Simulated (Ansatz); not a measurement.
# Y2CO2 MXene monolayer in a perpendicular field

Aim: how the Y2CO2 MXene monolayer screens a field along its normal, and what the field does to its bands. A positive field points along +c.

Main program and level: Ansatz 0.2.0; plane-wave DFT, PBE-D3(BJ), Ansatz PAW.

Report form: inputs, costs, results and the conclusion, without the logs.

### Step 1. Starting point

The cell holds 5 atoms: 2 O, 2 Y and 1 C. Its edges and angles: a = 3.478 Å, b = 3.478 Å, c = 41.563 Å, α = 90.0°, β = 90.0°, γ = 120.0°. Vacuum lies along c.

### Step 2. Relaxing the slab

The starting cell is a guess, so the in-plane lattice and the atoms are relaxed first, with the slab cut off from its images along the normal.

The input, input.yaml:

```yaml
crystal:
  lattice:
    - [3.47776, 0.0, 0.0]
    - [-1.73888, 3.0118285083, 0.0]
    - [0.0, 0.0, 41.5626329528]
  atoms:
    - { symbol: O, position: [0.3333333333, 0.6666666667, 0.4366903324] }
    - { symbol: "Y", position: [0.6666666667, 0.3333333333, 0.4669840108] }
    - { symbol: C, position: [0.0, 0.0, 0.5] }
    - { symbol: "Y", position: [0.3333333333, 0.6666666667, 0.5330159892] }
    - { symbol: O, position: [0.6666666667, 0.3333333333, 0.5633096676] }
  periodic: [true, true, false]
kpoints:
  mp_grid: { grid: [12, 12, 1] }
hamiltonian:
  xc: pbe
  dispersion: d3bj
scf:
  occupations: { method: fermi_dirac, width: 0.05 }
  convergence: { dr2_threshold: 1.0e-09 }
relax:
  f_tol: 0.004
  max_steps: 90
  cell: {}
output:
  write_potential: true
  write_density: true
  volumetric_format: npy
```

On the command line:

```console
ansatz run input.yaml --threads 2 --pin off --max-ram 3072MiB --backend cpu --events-out ev --progress --plain --runs-dir out
```

The job ended after 48 s (2 threads of Intel Xeon Platinum 8488C (Sapphire Rapids), shared host; peak memory 0.78 GiB).

Relaxation path:

```tsv
step	energy less that of the first step (eV)	largest force component (eV/Å)	volume (Å³)
1	0.0000	5.2157	435.34
2	-1.8919	2.2355	437.59
3	-2.2540	0.6453	439.75
4	-2.3351	0.0952	443.79
5	-2.3361	0.0139	443.65
6	-2.3360	0.0003	443.77
7*	-2.3398	0.0003	443.77
8	-2.3397	0.0005	444.06
9*	-2.3398	0.0005	444.06
```

Relaxation steps marked * repeat the geometry before them on a plane-wave basis chosen anew for their cell, so energy and pressure can jump there.

Forces are held to the 12 operations that the program found; a distortion that breaks them can't arise in this run.

```tsv
cell as run	before	after	change
a (Å)	3.478	3.512	+1.0 %
b (Å)	3.478	3.512	+1.0 %
```

The atoms that moved most (Å, along periodic axes as changes of fractional coordinates times the final cell, across vacuum about the mean position):

```tsv
atom	dx	dy	dz	length
Y2	0.000	0.000	-0.393	0.393
Y4	0.000	0.000	0.393	0.393
O1	0.000	0.000	0.113	0.113
O5	0.000	0.000	-0.113	0.113
```

The relaxed structure:

```xyz
5
Lattice="3.5124 0.0000 0.0000 -1.7562 3.0418 0.0000 0.0000 0.0000 41.5626" Properties=species:S:1:pos:R:3
O     0.0000    2.0279   18.2629
Y     1.7562    1.0139   19.0163
C     0.0000    0.0000   20.7813
Y     0.0000    2.0279   22.5463
O     1.7562    1.0139   23.2997
```

This step gave:

```
energy at zero smearing : -9087.5144 eV
```

The lattice constant a goes from 3.478 to 3.512 Å.

### Step 3. Atoms held, field 0

A sawtooth potential applies the field, turning back in the middle of the vacuum. With the dipole correction the typed value is the field outside the slab. The induced dipole is small, so the SCF threshold is tight.

The cell differs from the one that the last finished run ended in (c 41.563 → 23.037 Å).

The input, input.yaml:

```yaml
crystal:
  lattice:
    - [3.5123807048, 0.0, 0.0]
    - [-1.7561903524, 3.0418109181, 0.0]
    - [0.0, 0.0, 23.0367673079]
  atoms:
    - { symbol: O, position: [0.3333333333, 0.6666666667, 0.3906798154] }
    - { symbol: "Y", position: [0.6666666667, 0.3333333333, 0.423383761] }
    - { symbol: C, position: [0.0, 0.0, 0.5] }
    - { symbol: "Y", position: [0.3333333333, 0.6666666667, 0.576616239] }
    - { symbol: O, position: [0.6666666667, 0.3333333333, 0.6093201846] }
kpoints:
  mp_grid: { grid: [18, 18, 1] }
  band_path:
    path: [[0, 0, 0], [0.5, 0, 0], [0.33333333, 0.33333333, 0], [0, 0, 0]]
    npoints: 16
hamiltonian:
  xc: pbe
  dispersion: d3bj
scf:
  occupations: { method: fermi_dirac, width: 0.02585 }
  convergence: { dr2_threshold: 1.0e-10 }
efield:
  axis: 3
  dipole_correction: true
  ramp_position: 0.97
  ramp_width: 0.06
  amplitude: 0
output:
  dos: { projected: true, e_range: [-6, 5] }
  write_potential: true
  write_density: true
  volumetric_format: npy
  elf: true
```

It took 12 s on 2 threads; peak memory 0.63 GiB.

This step gave:

```
energy at zero smearing   : -9087.5120 eV
work function, upper face : 5.768 eV
dipole along the normal   : 5.79e-7 e·Å
```

Running mean over a fixed 2.7 Å (it still follows the layers) of the planar mean; the ramp of the sawtooth is left out. The electron's electrostatic potential energy less the Fermi level by z:

```tsv
z (Å)	electron's electrostatic potential energy less the Fermi level (eV)
3.5	5.77
4.0	5.77
4.5	5.77
5.0	5.77
5.5	5.76
6.0	5.75
6.5	5.70
7.0	5.44
7.5	4.12
8.0	1.21
8.5	-2.16
9.0	-4.91
9.5	-6.25
10.0	-6.92
10.5	-6.45
11.0	-4.28
11.5	-3.04
12.0	-4.12
12.5	-6.32
13.0	-6.95
13.5	-6.31
14.0	-5.06
14.5	-2.40
15.0	0.963
15.5	3.95
16.0	5.40
16.5	5.69
17.0	5.75
17.5	5.76
18.0	5.77
18.5	5.77
19.0	5.77
19.5	5.77
20.0	5.77
```

The density of states has structure finer than the step of the table below, so its rows give means over 0.25 eV. Peaks (eV: height): -3.330: 9.09, -2.940: 10.4, -2.470: 13.0, -2.220: 17.2, -2.000: 11.7, -0.950: 5.93, 0.040: 7.38.

Density of states against energy, zero at the Fermi level; means over each step:

energy (eV), density of states (states/eV a cell) and a bar:
```
    -3.75        0.0 
    -3.50        0.6 ##
    -3.25        5.1 ##############
    -3.00        7.4 ####################
    -2.75        6.5 #################
    -2.50        8.5 #######################
    -2.25       11.2 ##############################
    -2.00        7.8 #####################
    -1.75        1.5 ####
    -1.50        0.0 
    -1.25        1.7 #####
    -1.00        3.7 ##########
    -0.75        1.5 ####
    -0.50        3.2 #########
    -0.25        3.9 ###########
     0.00        4.3 ###########
     0.25        2.6 #######
     0.50        1.4 ####
     0.75        0.9 ##
     1.00        0.7 ##
     1.25        0.1 
     1.50        0.0
```

Projected DOS per atom over height of the atomic layer and energy from the Fermi level. Layers: O Y C Y O from below.

Ten even steps from '0' (0.00 states/eV) to '9' (3.87 states/eV), each cell a mean:
```
00000
00000
00000
00100
00400
00700
00600
00200
10301
00000
30003
92129
72027
62026
31113
00000
00000
00000
00000
00000
00000
00000
```
Columns: height of the atomic layer (Å) from 9 to 14.0 (not evenly spaced); rows upwards: energy from the Fermi level (eV) from -5.96 to 1.96.

The electronic bands at the labelled points (eV, zero at the Fermi level):

```tsv
point	band 16	band 17	band 18	band 19	band 20	band 21	band 22	band 23
Γ	-2.95	-2.46	-0.31	1.18	1.18	4.37	4.62	4.88
halfway	-2.40	-2.16	-0.63	0.03	0.58	4.14	5.02	5.16
M	-1.90	-1.72	-1.28	-0.43	0.30	4.05	5.30	5.41
halfway	-1.95	-1.93	-1.15	-0.47	-0.21	4.25	5.05	5.32
K	-2.13	-2.13	-0.75	-0.75	-0.74	4.08	4.95	5.46
halfway	-2.21	-2.19	-0.74	0.01	0.24	4.26	4.91	5.46
Γ	-2.95	-2.46	-0.31	1.18	1.18	4.37	4.62	4.88
```

Valence density in the ca plane at fractional y = 0.333, with atoms of Y and O within 0.2 Å of it. It is the smooth field of the valence electrons, not physical close to the nuclei.

Ten steps, logarithmic in the rise over the least value, from '0' (0.0 e/Å³) to '9' (6.9 e/Å³), each cell a mean:
```
00000000000000000001235553222211234442100000
00000000000000000000257886321111357874100000
00000000000000000000368887421111369985200000
00000000000000000000368887421111368985200000
00000000000000000000246775321111246653100000
00000000000000000001233432222222233321000000
00000000000000000001233222233323343210000000
00000000000000000001233222233333443210000000
00000000000000000001233322223222333221000000
```
Columns run along c (16.0 Å, from fractional 0.06 to 0.75 of the cell), rows up along a (3.5 Å). Atoms in or near the plane, at fractional coordinates: Y at (0.42, 0.67), O at (0.61, 0.67).

Electrostatic potential energy in the ca plane at fractional y = 0.333, with atoms of Y and O within 0.2 Å of it. With pseudopotentials it is smooth inside the atoms' cores, unlike the true potential.

Ten even steps from '0' (-45 eV) to '9' (5 eV), each cell a mean:
```
99999999999999999999875447899998888899999999
99999999999999999999740003789999984259999999
99999999999999999998720000689999961018999999
99999999999999999998730001689999972028999999
99999999999999999999862115789999987689999999
99999999999999999999987678899998888899999999
99999999999999999999998889999988767899999999
99999999999999999999999999999988667889999999
99999999999999999999998888999988777899999999
```
Columns run along c (16.0 Å, from fractional 0.06 to 0.75 of the cell; values clipped at the 3rd and 97th percentile), rows up along a (3.5 Å). Atoms in or near the plane, at fractional coordinates: Y at (0.42, 0.67), O at (0.61, 0.67).

ELF in the ca plane at fractional y = 0.333, with atoms of Y and O within 0.2 Å of it. It is the smooth field of the valence electrons, not physical close to the nuclei.

Ten even steps from '0' (0.00) to '9' (0.85), each cell a mean:
```
00000000000000000001114763124310125776420000
00000000000000000000179998212211379998631000
00000000000000000000499579401111697489631000
00000000000000000000389899401111588799631000
00000000000000000000048996113210258997521000
00000000000000000012212331145520012454210000
00000000000000000125664101477621332000000000
00000000000000000135775211577631452000000000
00000000000000000123432111366521121122100000
```
Columns run along c (16.0 Å, from fractional 0.06 to 0.75 of the cell), rows up along a (3.5 Å). Atoms in or near the plane, at fractional coordinates: Y at (0.42, 0.67), O at (0.61, 0.67).

The work function of the upper face is 5.77 eV.

### Step 4. Single point, field 0.1 V/Å

input.yaml: that of step 3 with these lines changed.

```diff
@@ -27,5 +27,4 @@
   ramp_width: 0.06
-  amplitude: 0
+  amplitude: 0.1
 output:
-  dos: { projected: true, e_range: [-6, 5] }
   write_potential: true
@@ -33,2 +32 @@
   volumetric_format: npy
-  elf: true
```

The job ended after 14 s (2 threads; peak memory 0.61 GiB).

The dipole is 0.0351 e·Å.

### Step 5. Single point, field -0.1 V/Å

input.yaml: that of step 4 with these lines changed.

```diff
@@ -27,3 +27,3 @@
   ramp_width: 0.06
-  amplitude: 0.1
+  amplitude: -0.1
 output:
```

Run time: 14 s. Hardware: 2 threads; peak memory 0.59 GiB; 28 s of CPU time.

The dipole is -0.0351 e·Å.

### Step 6. Response, atoms held

This step: plane-wave DFT, PBE-D3(BJ), Ansatz PAW; response to a field along the normal, atoms held (Ansatz 0.2.0).

The dipoles give the slope, and the difference of two potentials shows where the field is screened.

This step gave:

| Item | Value |
| --- | --- |
| equivalent conductor thickness p/(ε₀AE) | 5.950 Å |
| distance between the outer atoms | 5.037 Å |

Dipole of the cell against applied field:

```tsv
applied field (V/Å)	dipole of the cell (e·Å)
-0.1000	-0.0351
0.0000	5.8e-7
0.1000	0.0351
```

Local field over the applied field, running mean. From the potentials at -0.1 and 0.1 V/Å; running mean over 2.5 Å. Local field over applied field against z:

z (Å), local field over applied field and a bar from the least value:
```
     4.03      1.000 ##############################
     4.46      1.000 ##############################
     4.90      0.999 ##############################
     5.18      0.998 ##############################
     5.62      0.994 ##############################
     6.05      0.984 #############################
     6.48      0.960 #############################
     6.91      0.908 ###########################
     7.20      0.850 #########################
     7.63      0.734 #####################
     8.06      0.596 ################
     8.49      0.448 ###########
     8.93      0.318 #######
     9.36      0.220 ####
     9.65      0.175 ##
    10.08      0.132 #
    10.51      0.113 
    10.94      0.113 
    11.37      0.119 
    11.66      0.119 
    12.09      0.113 
    12.53      0.113 
    12.96      0.132 #
    13.39      0.175 ##
    13.68      0.220 ####
    14.11      0.318 #######
    14.54      0.448 ###########
    14.97      0.596 ################
    15.41      0.734 #####################
    15.84      0.850 #########################
    16.13      0.908 ###########################
    16.56      0.960 #############################
    16.99      0.984 #############################
    17.42      0.994 ##############################
    17.85      0.998 ##############################
    18.14      0.999 ##############################
    18.57      1.000 ##############################
    19.01      1.000 ##############################
```

Electrons, planar mean, per unit field. The induced electron density by z:

```tsv
z (Å)	induced electron density (e/Å³ per V/Å)
4.03	5.1e-7
4.46	1.6e-6
4.90	4.4e-6
5.18	9.1e-6
5.62	2.6e-5
6.05	7.1e-5
6.48	1.9e-4
6.91	4.7e-4
7.20	8.2e-4
7.63	0.00176
8.06	0.00304
8.49	0.00295
8.93	0.00166
9.36	9.6e-4
9.65	-3.3e-4
10.08	-7.4e-4
10.51	3.1e-4
10.94	7.2e-4
11.37	5.0e-6
11.66	-5.0e-6
12.09	-7.2e-4
12.53	-3.1e-4
12.96	7.4e-4
13.39	3.3e-4
13.68	-9.6e-4
14.11	-0.00166
14.54	-0.00295
14.97	-0.00304
15.41	-0.00176
15.84	-8.2e-4
16.13	-4.7e-4
16.56	-1.9e-4
16.99	-7.1e-5
17.42	-2.6e-5
17.85	-9.1e-6
18.14	-4.4e-6
18.57	-1.6e-6
19.01	-5.1e-7
```

By hand: between -0.1 and 0.1 V/Å the dipole changes by 0.07026 e·Å, a slope of 0.3513 e·Å²/V. A perfect conductor of thickness t has p = ε₀AEt, so t = 180.95 × 0.3513 / 10.684 = 5.95 Å (e/ε₀ = 180.95 V·Å, A in Å²).

The induced dipole is that of a conductor 5.95 Å thick.

### Step 7. Summary of results

| Quantity | Value |
| --- | --- |
| gap without field | none |
| work function, upper face | 5.77 eV |
| equivalent conductor thickness, atoms held | 5.95 Å |

What this shows: The induced dipole equals that of a perfect conductor 5.95 Å thick, while the outer atoms lie 5.04 Å apart. There is no gap over 0.03 eV, with or without the field. The main runs have no spin polarisation; a magnetic state could lie lower and would change these results. Spin-orbit coupling is left out. The MXene's terminations sit over the metal atoms of its far layer; the site over carbon or nitrogen, which some compounds prefer, was not run.

[Long decimals in the printed logs are rounded to 6 places.]

[Logs are printed without paths, hosts, clocks, repeated set-up lines and the standing remarks that a program may print on its own settings, such as how far it seeks lower states.]

[Hosts, paths, dates, database ids (printed as entryN), source tags and the programs' standing remarks are cut or masked in the printed files.]

[Maps of the electrostatic potential energy from Ansatz leave out the sawtooth potential of an applied field or a dipole correction, so their vacuum need not be flat; planar profiles and work functions include it.]

[The density of states shown here was stored with 400 of the rows of the run's finer table, so its peaks can read low, often by over a quarter, or be missed, and its means over a window can be off by a tenth or more.]
